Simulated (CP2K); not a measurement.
Two runs for the O K edge of methyl vinyl ether. Run A: CP2K XAS_TDP, all-electron GAPW, PBEh(45%), aug-cc-pVDZ, TDA, no relativity. Run B differs in one setting.

First lines with a strength over 0.0015. A:

```csv
atom,energy (eV),states,"strength, one atom"
O3 (bonded to 2 C),531.39,1,0.0098
,531.85,1,0.0217
,533.17,1,0.0037
,533.59,1,0.0152
,533.82,1,0.0054
```

B:

```csv
atom,energy (eV),states,"strength, one atom"
O3 (bonded to 2 C),522.45,1,0.0073
,523.36,1,0.0059
,523.90,1,0.0034
,524.63,1,0.0041
,525.26,1,0.0029
```

**Question.** Which was it: scalar relativity switched on, the basis, GW2X switched on, the functional?

The functional (functional from PBEh(45%) to PBE0; the lines alone don't name the new value). A functional moves all lines by electronvolts and changes their spacings and strengths. Against PBEh(45%) in aug-cc-pVDZ, the leading line moves by -8.94 eV, to 522.45 eV; the strength of O3's goes from 0.0098 to 0.0073. The next line of O3 over the strength cut lies 0.91 eV higher, against 0.46.

[Banner, clock and machine lines of the logs are left out without a mark of their own.]

[Logs are printed without paths, hosts, clocks, repeated set-up lines and the standing remarks that a program may print on its own settings, such as how far it seeks lower states.]

[Hosts, paths, dates, database ids (printed as entryN), source tags and the programs' standing remarks are cut or masked in the printed files.]
